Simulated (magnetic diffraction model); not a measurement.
# Nd₂ZnCo₂S₈: what an assumed order does to the neutron pattern

Space group Imm2 (no. 44), a = 7.1910 Å, b = 8.0540 Å, c = 10.7960 Å.

```
site  atom       x       y       z
  4d    Nd     1/2  0.2378  0.5051
  2b    Zn     1/2       0  0.1469
  4c    Co  0.7474       0  0.7518
  4c     S  0.7647       0  0.9942
  4d     S     1/2  0.7956  0.7356
  4d     S       0  0.7819  0.7627
  4c     S  0.2506       0  0.5144
```

The compound is invented for this exercise: a known structure type with other elements, its cell scaled to their sizes and not relaxed.

Only Nd and Co are taken to order (form factors of Nd3+ and Co4+); orders and moment sizes are assumed, and not adapted to the symmetry. Radiation: neutrons of λ = 1.8 Å, 3° to 40°; isotropic B of 0.28 Å² (Nd), 0.36 Å² (Zn), 0.46 Å² (Co) and 0.45 Å² (S). The intensities are simulated: I ∝ L Σ (|F_N|² + |F_M⊥|²) for unpolarised neutrons, with F_M = 2.695 fm/μB × Σ f(s) S exp(2πi Q·r) exp(−B s²) at Q = H ± k (one set where k and −k are equivalent), only the part normal to Q counting and L = 1/(sin²θ cos θ). For collinear order S is the moment m, which repeats by lattice and centring translations R with the sign exp(−2πi k·R). Form factors are spin-only for 3d ions and dipole or tabulated for f ions, scattering lengths are Sears's of 1992, and absorption is left out. A label names one of the reflections at its angle. The strongest nuclear line in the range is 100, and lines under 0.2 are left out.

Assume the order k = (1/2 1/2 1), collinear moments along [110], 2 μB on Nd and 4.38 μB on Co; signs + at (1/2, 0.2378, 0.5051), − at (1/2, 0.7622, 0.5051), + at (0.7474, 0, 0.7518), + at (0.2526, 0, 0.7518).

Predict the pattern, nuclear and magnetic parts apart.

| 2θ (°) | index | nuclear | magnetic |
| --- | --- | --- | --- |
| 9.62 | (1/2 -1/2 0) | 0.0 | 361.9 |
| 13.58 | (1/2 1/2 1) | 0.0 | 102.5 |
| 16.03 | (0 1 1) | 9.1 | 0.0 |
| 17.30 | (1 0 1) | 74.6 | 0.0 |
| 19.20 | (0 0 2) | 19.9 | 0.0 |
| 19.32 | (1 1 0) | 14.5 | 0.0 |
| 20.61 | (1/2 3/2 0) | 0.0 | 1.5 |
| 21.51 | (1/2 -1/2 2) | 0.0 | 15.7 |
| 22.59 | (3/2 1/2 0) | 0.0 | 1.7 |
| 22.77 | (1/2 -3/2 1) | 0.0 | 50.6 |
| 24.58 | (3/2 -1/2 1) | 0.0 | 44.0 |
| 25.83 | (0 2 0) | 0.9 | 0.0 |
| 27.36 | (1 1 2) | 11.9 | 0.0 |
| 28.31 | (1/2 3/2 2) | 0.0 | 35.1 |
| 28.99 | (2 0 0) | 18.2 | 0.0 |
| 29.15 | (3/2 -3/2 0) | 0.0 | 29.2 |
| 29.81 | (3/2 1/2 2) | 0.0 | 35.9 |
| 30.59 | (1/2 1/2 3) | 0.0 | 28.7 |
| 30.75 | (3/2 3/2 1) | 0.0 | 3.3 |
| 31.25 | (1 2 1) | 90.8 | 0.0 |
| 31.80 | (0 1 3) | 11.0 | 0.0 |
| 32.38 | (0 2 2) | 2.8 | 0.0 |
| 32.48 | (1 0 3) | 37.3 | 0.0 |
| 33.27 | (1/2 -5/2 0) | 0.0 | 1.2 |
| 33.30 | (2 1 1) | 12.8 | 0.0 |
| 34.70 | (1/2 5/2 1) | 0.0 | 7.6 |
| 35.01 | (2 0 2) | 4.8 | 0.0 |
| 35.14 | (3/2 -3/2 2) | 0.0 | 5.1 |
| 35.82 | (1/2 -3/2 3) | 0.0 | 20.8 |
| 37.04 | (3/2 -1/2 3) | 0.0 | 19.5 |
| 37.06 | (5/2 -1/2 0) | 0.0 | 1.4 |
| 38.37 | (5/2 1/2 1) | 0.0 | 8.3 |
| 38.70 | (1/2 -5/2 2) | 0.0 | 28.1 |
| 38.96 | (0 0 4) | 54.2 | 0.0 |
| 39.21 | (2 2 0) | 100.0 | 0.0 |
| 39.34 | (3/2 5/2 0) | 0.0 | 0.3 |

The strongest magnetic line in the range is (1/2 -1/2 0) at 9.62° (361.9). On top of the Lorentz factor, which all lines share, magnetic lines fade with angle because f falls: for Nd3+ it is 0.98, 0.90, 0.79 and 0.54 at sin θ/λ = 0.1, 0.2, 0.3 and 0.5 Å⁻¹, while nuclear lengths stay constant. The order has no net moment.

[Logs are printed without paths, hosts, clocks, repeated set-up lines and the standing remarks that a program may print on its own settings, such as how far it seeks lower states.]
